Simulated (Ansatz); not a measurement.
# V_Si in SiC (F-43m) with several kinds of pseudopotentials

Question: how much does the pseudopotential files change the (0/−1) level of V_Si in SiC (F-43m), and what does each choice cost? Model: a cell of 128 host atoms with 1 Si taken out.

Main program and level: Ansatz 0.2.0; plane-wave DFT; relaxations with PBEsol, then single points with PBEsol, on supercells at fixed charge in a uniform background.

## (1) The starting structure

The cell holds 127 atoms: 63 Si and 64 C. Cell: a = 12.323 Å, b = 12.323 Å, c = 12.323 Å, α = 60.0°, β = 60.0°, γ = 60.0°. It derives from SiC (space group F-43m). Nearest the centre at fractional (0.500, 0.500, 0.500): C78 at 1.89 Å, C54 at 1.89 Å, C84 at 1.89 Å, C85 at 1.89 Å, Si77 at 3.08 Å, Si83 at 3.08 Å, Si53 at 3.08 Å, Si61 at 3.08 Å. The cell carries charge −1.

Known beforehand: the electronic dielectric constant, 7.06, and the static one, 10.43, computed on the host (DFPT, PBEsol, on the r2SCAN cell), and a cell off the functional's own equilibrium shifts the ionic part.

The cell's shortest repeat is 12.3 Å.

## (2) Relaxing both charge states, PBEsol

The study needs fixed structures, so each charge is relaxed once, at one point at (¼, ¼, ¼), from small random displacements that break the symmetry of the site.

Input file qm1_M3.relax/input.yaml:

```yaml
crystal:
  lattice:
    - [0.0, 2.1784557, 2.1784557]
    - [2.1784557, 0.0, 2.1784557]
    - [2.1784557, 2.1784557, 0.0]
  atoms:
    - { symbol: Si, position: [0.0, 0.0, 0.0] }
    - { symbol: C, position: [0.25, 0.25, 0.25] }
  supercell: [4, 4, 4]
  defects: [{ vacancy: 84 }]
total_charge: -1
basis:
  ecutwfc: 420
  xc_grid: 2
hamiltonian:
  xc: pbesol
  pseudopotentials: { kind: paw, azcp: { folder: soft_1 }, xc_functional: pbe }
kpoints:
  mp_grid: { grid: [1, 1, 1], shift: [0.25, 0.25, 0.25] }
magnetization:
  spin_polarized: true
  initial_magnetization: 3
  spin_locking: { lock_magnetization: hard }
scf:
  occupations: { method: fixed }
  max_iter: 60
output:
  forces: true
  charged_corrections:
    epsilon: 7.06
    static_epsilon: 10.43
    defect_position: [0.5, 0.5, 0.5]
relax:
  f_tol: 0.015
  max_steps: 60
  random_displacement: { amplitude: 0.04, seed: 8679 }
checkpoint:
  write: "../qm1_M3.relax.run"
  compress: false
  write_wavefunctions: true
  write_every: 100000
```

Launch:

```bash
> ansatz run input.yaml --threads 8 --pin off --max-ram 18841MiB --backend cpu --events-out ev --progress --plain --runs-dir out
```

Numbers of over 12 decimals in the logs are rounded to 6 here.

The program printed:

```text
[... repeated set-up lines and file paths are left out, and long positions are rounded to six places ...]
Engine: ansatz 0.2.0, aarch64-unknown-linux-gnu
Pseudopotentials: kind: paw
Pseudopotential: Si, paw, valence charge 4, recommended cutoff 420 eV (normal), soft_1/Si.paw.azcp
Pseudopotential: C, paw, valence charge 4, recommended cutoff 420 eV (normal), soft_1/C.paw.azcp
Functional definition: PBEsol
  exchange = pbesol_x
  correlation = pbesol_c
Crystal: 127 atoms, lattice volume = 1323.293 Å³
Basis set: ecut = 420 eV, 25893 PW (Γ), exchange–correlation on 180×180×180 points (8 copies of the dense FFT grid, shifted against one another)
Bands: 383, of which v1, the nominal top of the filled ones, is band 255 counted from 1 (254 counted from 0)
Symmetry: 1 space group operations
k-points: 1
Non-local potential: Si, projectors of the file, l = 0: 2, l = 1: 2, l = 2: 1
Non-local potential: C, projectors of the file, l = 0: 2, l = 1: 2, l = 2: 1
PAW form: soft (Blöchl's): semilocal exchange-correlation on the pseudo side does not see the compensation charge
PAW frozen core: Si, regenerated for the run's functional, and the local potential with it (the file was generated under x = pbe(κ = 0.804, μ = 0.219515), c = pbe(β = 0.066725))
PAW frozen core: C, regenerated for the run's functional, and the local potential with it (the file was generated under x = pbe(κ = 0.804, μ = 0.219515), c = pbe(β = 0.066725))
PAW one-centre angular grid: Si, 110 points (default); XC on 64 Gauss nodes
PAW one-centre angular grid: C, 110 points (default); XC on 64 Gauss nodes
Initial density: superposition of atomic densities (chi_scale 0.1, normalization cell)
Starting moments: Σ|m| = 3 μB on 127 of 127 sites
Initial wavefunctions: pseudopotential atomic-orbital guess
Functional: x = pbesol(κ = 0.804, μ = 0.123457), c = pbesol(β = 0.046)
SCF iter   1: F=—  HF=-55059.716457 eV  |F-HF|=—  |Δ(HF+E_count)|=         —  Δρ=7.29e-2 (↑7.29e-2 ↓7.25e-2)  dr2=3.40e2  dr2_m=8.32e-1  M=3.000 μB ∫|m|=3.060 μB  β_m=0.30  ethr=3.10e-3  ⟨swp⟩=4.0  Hψ=2592  notcnv=0  defer=248
preconditioner: auto → Resta (q_TF=auto, 2.327 Å⁻¹)  ε∞=4.2  [insulator: Δε(μ)=1.568 eV  Ē_g=12.785 eV  n_scr=282 (ndim 8)  ℏωp=23.0 eV  f_vac=0.000  ε∞_Penn≈4.2]
spin=Collinear: Resta preconditioning applied to the charge; magnetization (m = ρ↑ − ρ↓) channel mixes plain (no charge-response kernel on spin).
SCF iter   2: F=—  HF=-54983.550765 eV  |F-HF|=—  |Δ(HF+E_count)|=    7.62e1  Δρ=4.10e-2 (↑4.10e-2 ↓4.09e-2)  dr2=1.04e2  dr2_m=3.88e-1  M=3.000 μB ∫|m|=3.038 μB  β_m=0.48  ethr=3.10e-3  ⟨swp⟩=2.5  Hψ=1296  notcnv=0  defer=251
SCF iter   3: F=—  HF=-54951.879867 eV  |F-HF|=—  |Δ(HF+E_count)|=    3.17e1  Δρ=1.10e-2 (↑1.08e-2 ↓1.10e-2)  dr2=3.76e0  dr2_m=3.50e-2  M=3.000 μB ∫|m|=3.092 μB  β_m=0.72  ethr=3.10e-3  ⟨swp⟩=3.0  Hψ=1051  notcnv=0  defer=248
SCF iter   4: F=—  HF=-54951.049252 eV  |F-HF|=—  |Δ(HF+E_count)|=   8.31e-1  Δρ=1.32e-3 (↑1.32e-3 ↓1.25e-3)  dr2=7.09e-2  dr2_m=9.14e-4  M=3.000 μB ∫|m|=3.221 μB  β_m=0.82  ethr=7.39e-4  ⟨swp⟩=2.5  Hψ=998  notcnv=0  defer=251
SCF iter   5: F=—  HF=-54951.062163 eV  |F-HF|=—  |Δ(HF+E_count)|=   1.29e-2  Δρ=4.40e-4 (↑3.65e-4 ↓4.40e-4)  dr2=1.02e-2  dr2_m=5.49e-5  M=3.000 μB ∫|m|=3.193 μB  β_m=0.82  ethr=1.39e-5  ⟨swp⟩=2.5  Hψ=928  notcnv=0  defer=253
SCF iter   6: F=—  HF=-54951.062762 eV  |F-HF|=—  |Δ(HF+E_count)|=   6.00e-4  Δρ=1.87e-4 (↑1.87e-4 ↓1.73e-4)  dr2=1.96e-3  dr2_m=1.79e-5  M=3.000 μB ∫|m|=3.194 μB  β_m=0.82  ethr=2.00e-6  ⟨swp⟩=3.0  Hψ=947  notcnv=0  defer=253
SCF iter   7: F=—  HF=-54951.063325 eV  |F-HF|=—  |Δ(HF+E_count)|=   5.63e-4  Δρ=6.69e-5 (↑6.69e-5 ↓5.65e-5)  dr2=2.79e-4  dr2_m=1.87e-6  M=3.000 μB ∫|m|=3.194 μB  β_m=0.87  ethr=3.86e-7  ⟨swp⟩=2.0  Hψ=1152  notcnv=0  defer=252
[...]
relax step   5: F+E_penalty+E_count = -54954.25670146 eV  Δ(F+E_penalty+E_count) = -1.058e-7 eV  max|allowed force component| = 9.330e-3 eV/Å  Δτ_max = 0.0000 Å  (2 SCF iters, accepted)
NSCF: frozen V_eff on 1 k-points
[...]
SCF converged after 2 iterations
Magnetization: 3.0000 μB (256.0000 up, 253.0000 down)
Absolute magnetization: 3.2012 μB (∫|ρ↑−ρ↓|, with the PAW one-centre terms)
Spin contamination: 0.0138 ħ² per cell (⟨S²⟩ above its minimum at these occupations)
Per-site moments (μB) at R_I (Å): [(2.0325074367221317e-5, 0.777997), (-7.439561785835016e-5, 0.778789), (3.552221337240208e-5, 0.778047), [... 124 left out ...]
Free energy (F): -54954.256701 eV
Harris-Foulkes:  -54954.256701 eV  (|F-HF|=2.98e-8)
Internal energy: -54954.256701 eV  (E = F + TS)
E sigma→0 (E₀):  -54954.256701 eV
Fermi energy:    9.883312 (↑ 9.883312, ↓ 9.162323) eV
--- Per-component energies (eV) ---
  E_band       = 1725.524472
  E_kinetic    = 8488.066505
  E_local      = -6312.038060  (includes V_loc(G=0)·N_el)
  E_nonlocal   = 2884.936235
  E_hartree    = 2087.014558
  E_xc         = -6655.797140
  E_vxc        = -6901.981118  (∫ρ·V_xc dr)
  E_paw        = -37514.488879  (= ΣΔE_a)
  E_vpaw       = -607.492932  (= ΣTr[D̂ρ^β])
  E_aug_tail   = 0.003073  (compensation charges beyond the density's cutoff)
  E_ewald      = -17935.291750
  E_core_change = 3.338755  (= ΣΔE_core)
  E_smearing   = -0.000000  (= −TS)
  E_closure    = 0.000000  (closes the sum)
  E_deformation_potential = -17.884338  (in the stress; not in F)
  Σ components = -54954.256701   (vs F -54954.256701, Δ=0.00e0)
--- Forces (eV/Å), atoms counted from 1 ---
  atom   1  Si    -0.00172888    -0.00060090     0.00247809
  atom   2  C      0.00096731     0.00101695     0.00153885
  [... 51 atoms left out ...]
  atom  54  C     -0.00116513     0.00256589     0.00118119
  atom  55  Si    -0.00745498     0.00427140     0.00829305
  [... 21 atoms left out ...]
  atom  77  Si     0.00933001    -0.00355376     0.00344907
  atom  78  C     -0.00097270    -0.00043731     0.00778775
  atom  79  Si     0.00156710    -0.00356294     0.00023644
  [... 3 atoms left out ...]
  atom  83  Si     0.00815901     0.00364032    -0.00021147
  atom  84  C      0.00357238     0.00080664    -0.00104491
  atom  85  C      0.00488398     0.00052043     0.00457992
  [... 4 atoms left out ...]
  atom  90  Si     0.00106349     0.00479252    -0.00694677
  [... 1 atom left out ...]
  atom  92  Si    -0.00213118    -0.00287138    -0.00833706
  [... 35 atoms left out ...]
  max |Σ_I F_I| component: 6.73e-5 eV/Å
--- Charged-cell corrections in eV (Makov–Payne, q = -1.000 e, ε = 10.430) ---
  F (periodic)     = -54954.256701  (uncorrected; the corrections below are reported, never added to it)
  E_corr1          = +0.181604  (monopole, q²α_M/2εL)
  F Makov-Payne    = -54954.075098  (F + E_corr1; no measured alignment; for a localised charge, not one spread in a band: unchecked)
  no potential alignment in this run, which stands beside a crystal: run the host's input off ansatz write-host-input, and read the two finished runs by ansatz place-levels (neither reads a slab, a wire or a sheet, whose cell leaves a vacuum)
--- Band table (eV) ---
  k-point 0 ↑: bands = ["-6.0888", "-5.4859", "-5.1051", "-5.1049", [... 375 left out ...] "17.4461", "17.4463", "17.5148", "17.5592"]
  k-point 0 ↓: bands = ["-6.0734", "-5.4700", "-5.0905", "-5.0902", [... 375 left out ...] "17.4818", "17.4821", "17.5525", "17.5649"]
--- Relaxed structure (5 steps of the walk, 5 accepted, 0 SCFs on fresh bases) ---
  F+E_penalty+E_count = -54954.25670146 eV   max|allowed force component| = 9.330e-3 eV/Å
  atoms:
    - { symbol: Si, position: [-0.000186, -9.105806203630137e-5, 9.712005543309456e-5] }
    - { symbol: C, position: [0.062378, 0.062483, 0.062634] }
    [... 51 atoms left out ...]
    - { symbol: C, position: [0.296015, 0.567960, 0.568134] }
    - { symbol: Si, position: [0.251324, 0.499676, 0.749119] }
    [... 21 atoms left out ...]
    - { symbol: Si, position: [0.499748, 0.251141, 0.499962] }
    - { symbol: C, position: [0.567861, 0.296111, 0.568134] }
    - { symbol: Si, position: [0.499574, 0.251478, 0.749087] }
    [... 3 atoms left out ...]
    - { symbol: Si, position: [0.499733, 0.499806, 0.251301] }
    - { symbol: C, position: [0.567872, 0.567945, 0.296290] }
    - { symbol: C, position: [0.568024, 0.568095, 0.568271] }
    [... 4 atoms left out ...]
    - { symbol: Si, position: [0.499582, 0.748928, 0.251626] }
    [... 1 atom left out ...]
    - { symbol: Si, position: [0.499489, 0.749165, 0.499698] }
    [... 35 atoms left out ...]
```

The job ended after 1.9 min (8 threads of Arm Neoverse V2, shared host; peak memory 5.4 GiB).

Relaxation path:

```csv
step,energy less that of the first step (eV),largest force component (eV/Å)
1,0.0000,2.0373
2,-2.3783,1.1916
3,-3.1917,0.0663
4,-3.1934,0.0093
5,-3.1934,0.0093
```

The atoms that moved most (Å, from the sites as typed, ahead of the random displacement):

```csv
atom,dx,dy,dz,length
C85,0.099,0.099,0.099,0.171
C54,0.096,-0.094,-0.094,0.164
C78,-0.094,0.096,-0.094,0.164
C84,-0.094,-0.094,0.096,0.164
Si114,0.011,0.005,-0.011,0.016
Si79,0.004,-0.011,0.011,0.016
Si61,-0.011,0.011,0.004,0.016
Si90,0.004,0.011,-0.011,0.016
```

The atoms nearest to the centre after the run:

```csv
atom,distance (Å)
C84,2.050
C78,2.052
C54,2.052
C85,2.057
Si114,3.063
Si90,3.064
Si108,3.065
Si116,3.065
Si92,3.066
Si61,3.066
Si79,3.066
Si86,3.066
Si55,3.067
Si83,3.068
Si77,3.069
Si53,3.069
```

```csv
charge,moment set (μB),steps,largest displacement (Å),time
−1,3,5,0.17,1.9 min
0,2,7,0.19,4.1 min
```

The relaxation ends 25 meV an atom lower than the displaced start, with a largest force component of 0.0093 eV/Å.

## (3) First setting: soft PAW, 420 eV

Total energies have another zero for each set of files, but a level against the valence top must not depend on them. The spread measures the error of the potentials and cutoffs, not that of the functional or the cell. The single points sample a 2×2×2 shifted mesh.

Input file qm1_M3.fdefault/input.yaml:

```yaml
crystal:
  checkpoint: "../qm1_M3.relax.run"
  host: checkpoint
total_charge: -1
basis:
  ecutwfc: 420
  xc_grid: 2
hamiltonian:
  xc: pbesol
  pseudopotentials: { kind: paw, azcp: { folder: soft_1 }, xc_functional: pbe }
kpoints:
  mp_grid: { grid: [2, 2, 2], shift: [0.5, 0.5, 0.5] }
magnetization:
  spin_polarized: true
  initial_magnetization: 3
  spin_locking: { lock_magnetization: hard }
scf:
  occupations: { method: fixed }
  max_iter: 60
output:
  forces: true
  charged_corrections:
    epsilon: 7.06
    static_epsilon: 10.43
    defect_position: [0.5, 0.5, 0.5]
  eigenvalues: true
checkpoint:
  write: "../qm1_M3.fdefault.run"
  compress: false
  write_wavefunctions: false
  write_every: 100000
```

The program printed:

```text
[...]
crystal.checkpoint: the structure is that of <dir>, a `relax` run, at its step 5: its result, under pbesol at a charge of -1 e; 127 atoms read, 4 with a starting moment; this run starts in the magnetic order that was found there; [...]
[...]
Crystal: 127 atoms, lattice volume = 1323.293 Å³
Basis set: ecut = 420 eV, 25893 PW (Γ), exchange–correlation on 180×180×180 points (8 copies of the dense FFT grid, shifted against one another)
Bands: 383, of which v1, the nominal top of the filled ones, is band 255 counted from 1 (254 counted from 0)
[... 1 set-up line as in the run before ...]
[...]
k-points: 4 of 8 (time reversal used)
[...]
Starting moments: Σ|m| = 3 μB on 4 of 127 sites
[...]
SCF iter   1: F=—  HF=-55065.139273 eV  |F-HF|=—  |Δ(HF+E_count)|=         —  Δρ=7.22e-2 (↑7.19e-2 ↓7.22e-2)  dr2=3.35e2  dr2_m=3.31e-1  M=3.000 μB ∫|m|=3.142 μB  β_m=0.30  ethr=3.10e-3  ⟨swp⟩=4.8  Hψ=11222  notcnv=0  defer=990
[...]
SCF iter  11: F=-54957.952711 eV  HF=-54957.952711 eV  |F-HF|=2.01e-9  |Δ(HF+E_count)|=   4.61e-8  Δρ=4.57e-7 (↑3.90e-7 ↓4.57e-7)  dr2=6.85e-9  dr2_m=2.45e-10  M=3.000 μB ∫|m|=3.171 μB  ethr=1.96e-11  ⟨swp⟩=4.0  Hψ=7335  notcnv=0
SCF 1 converged in 11 iterations: F = -54957.952711 eV  dr2 = 6.85e-9
[...]
SCF converged after 11 iterations
Stability checked in part: among states of this total moment the steps that led to this state did not find it unstable. No probe was made; neither looks for a lower state of another moment (fixed_total_moment; see scf.lower_state_search)
Magnetization: 3.0000 μB (256.0000 up, 253.0000 down)
Absolute magnetization: 3.1775 μB (∫|ρ↑−ρ↓|, with the PAW one-centre terms)
[...]
Per-site moments (μB) at R_I (Å): [(8.994331842123886e-6, 0.777997), (4.574024420127172e-5, 0.778789), (1.713191219987032e-5, 0.778047), [... 124 left out ...]
Free energy (F): -54957.952711 eV
[...]
Internal energy: -54957.952711 eV  (E = F + TS)
E sigma→0 (E₀):  -54957.952711 eV
Fermi energy:    9.838583 (↑ 9.838583, ↓ 9.231792) eV
[...]
--- Forces (eV/Å), atoms counted from 1 ---
  atom   1  Si     0.01555186     0.01671907     0.01972474
  atom   2  C     -0.01588232    -0.01584123    -0.01530795
  [... 51 atoms left out ...]
  atom  54  C     -0.11384734     0.06135637     0.05997111
  [... 6 atoms left out ...]
  atom  61  Si     0.06145356    -0.02476795     0.00509432
  [... 16 atoms left out ...]
  atom  78  C      0.05784512    -0.11314393     0.06664111
  [... 5 atoms left out ...]
  atom  84  C      0.06239390     0.05965195    -0.11373251
  atom  85  C     -0.10965000    -0.11397175    -0.10990884
  [... 4 atoms left out ...]
  atom  90  Si     0.00411661    -0.02350837     0.05859931
  [... 1 atom left out ...]
  atom  92  Si     0.00741739     0.04991666     0.00125141
  [... 15 atoms left out ...]
  atom 108  Si    -0.01907002     0.06035439     0.00126379
  [... 5 atoms left out ...]
  atom 114  Si    -0.02563141    -0.00103320     0.06265455
  [... 1 atom left out ...]
  atom 116  Si     0.04541396     0.00625046     0.00309902
  [... 11 atoms left out ...]
  max |Σ_I F_I| component: 2.06e-6 eV/Å
--- Charged-cell corrections in eV (Makov–Payne, q = -1.000 e, ε = 7.060 of the electrons, 10.430 with the ions) ---
[...]
E_corr1          = +0.268290  (monopole, q²α_M/2εL)
  F Makov-Payne    = n/a  (the rows are of the electrons' constant alone; ansatz place-levels tells what screens the charge)
[...]
--- Band table (eV; the first three rows and the last of 8) ---
[...]
[... further k-points left out ...]
```

The job ended after 3 min (8 threads; peak memory 15 GiB).

In the SCF lines HF is the Harris–Foulkes energy and dr2 the Hartree energy of the density residual, in eV; the loop may stop once dr2 is under the threshold and the program's other checks hold. Hψ counts applications of the Hamiltonian.

Both charges and the host at this setting go to place-levels, which corrects for the image charge and aligns the potentials.

Input file levels.fdefault.yaml:

```yaml
host:
  run: host.fdefault.run
states: [qm1_M3.fdefault.run, q0_M2.fdefault.run]
geometry_from:
  qm1_M3.fdefault.run: qm1_M3.relax.run
  q0_M2.fdefault.run: q0_M2.relax.run
  host.fdefault.run: host.relax.run
```

Launch:

```bash
> ansatz place-levels levels.fdefault.yaml -- --threads 8 --pin off --max-ram 18841MiB
```

The program printed:

```text
(0/-1) 0.696 eV above the valence edge, 0.545 eV under the conduction edge
  edges by pbesol, gap 1.240 eV; the host is sampled to repeats of 24.65 Å
  the defect's cells are sampled to repeats of 24.65 Å, like sampling
  charge 0: +0.000 eV for its dipole among its images, +0.000 omitted
  charge -1: -54957.6045 eV with its correction of +0.348 eV, at epsilon 10.43, aligned at sites: -0.1666 eV, mean over 41 atomic sites at or beyond 6.16 Å from the defect at [0.5000, 0.5000, 0.5000], with +0.000000 for the charge's moments and without [...]
  of states[1] (q0_M2.fdefault.run): it set out from the moments of a save, which an earlier run chose (saved_moments_taken)
  of states[0] (qm1_M3.fdefault.run): how wide its charge is, is not read beside other atoms or cores, and a band state would take no correction. [...]
```

Wall time 0.2 s (8 threads).

At this setting the gap is 1.240 eV and (0/−1) lies 0.696 eV above the valence top.

## (4) The other settings

In the defect's inputs only the studied keys change. One input of each further setting:

qm1_M3.fhard/input.yaml, as its differences from qm1_M3.fdefault/input.yaml of step 3:

```diff
@@ -5,3 +5,3 @@
 basis:
-  ecutwfc: 420
+  ecutwfc: 950
   xc_grid: 2
@@ -9,3 +9,3 @@
   xc: pbesol
-  pseudopotentials: { kind: paw, azcp: { folder: soft_1 }, xc_functional: pbe }
+  pseudopotentials: { kind: paw, source: ansatz }
 kpoints:
@@ -27,3 +27,3 @@
 checkpoint:
-  write: "../qm1_M3.fdefault.run"
+  write: "../qm1_M3.fhard.run"
   compress: false
```

qm1_M3.fnc/input.yaml, as its differences from qm1_M3.fhard/input.yaml of step 4:

```diff
@@ -5,3 +5,3 @@
 basis:
-  ecutwfc: 950
+  ecutwfc: 1200
   xc_grid: 2
@@ -9,3 +9,3 @@
   xc: pbesol
-  pseudopotentials: { kind: paw, source: ansatz }
+  pseudopotentials: { kind: nc }
 kpoints:
@@ -27,3 +27,3 @@
 checkpoint:
-  write: "../qm1_M3.fhard.run"
+  write: "../qm1_M3.fnc.run"
   compress: false
```

## (5) Result against cost

Times of the states on 8 threads of Arm Neoverse V2, shared host; the host is run again at each setting:

```csv
pseudopotential files,gap (eV),(0/−1) above the valence top (eV),under the conduction bottom (eV),"level less that at harder PAW, 950 eV (meV)","time, both charge states","time, host and placing",peak memory of a state (GiB)
"soft PAW, 420 eV",1.240,0.696,0.545,-1,5.4 min,14 s,15.5
"harder PAW, 950 eV",1.235,0.697,0.538,0,17 min,2.4 min,14.4
"norm-conserving, 1200 eV",1.236,0.693,0.543,-3,30 min,2.1 s,16.7
```

## (6) Summary of results

```json
{
  "(0/minus 1) level, soft PAW, 420 eV": "0.70 eV",
  "(0/minus 1) level, harder PAW, 950 eV": "0.70 eV",
  "(0/minus 1) level, norm-conserving, 1200 eV": "0.69 eV"
}
```

In words: Over the settings in the table the level spans 0.003 eV; soft PAW, 420 eV and norm-conserving, 1200 eV lie within 0.02 eV of the reference (harder PAW, 950 eV, 0.70 eV); soft PAW, 420 eV takes 31 % of its time for the two charge states. A reference run passed through metallic iterates and ends with a narrow gap at the filling edge, so the reference itself is in doubt. Only the charges −1 and 0 were run, each from one start, so (0/−1) need not be a change between stable states. The host ran in cells of different size at different settings, so its times don't compare. With nearly degenerate levels at the filling edge in most or all rows, agreement between settings doesn't show that the state itself is settled. At soft PAW, 420 eV, harder PAW, 950 eV and norm-conserving, 1200 eV a state has next to no gap at its filling edge, or overlapping levels, which makes the level less certain. The total moments were set in the input, and no other spin state was tried. Limits: PBEsol makes the gap too small and tends to spread out bound carriers; force components of up to 0.17 eV/Å remain in a run at the final settings.

[Logs are printed without paths, hosts, clocks, repeated set-up lines and the standing remarks that a program may print on its own settings, such as how far it seeks lower states.]

[Hosts, paths, dates, database ids (printed as entryN), source tags and the programs' standing remarks are cut or masked in the printed files.]

[Where a table of states has a column of steps, it counts the stored structures, which are thinned; the runs took as many ionic steps or more.]

[For some hosts the program warned that the k-mesh of the response run may be too coarse for force constants and the static dielectric constant; such warnings are not shown here.]
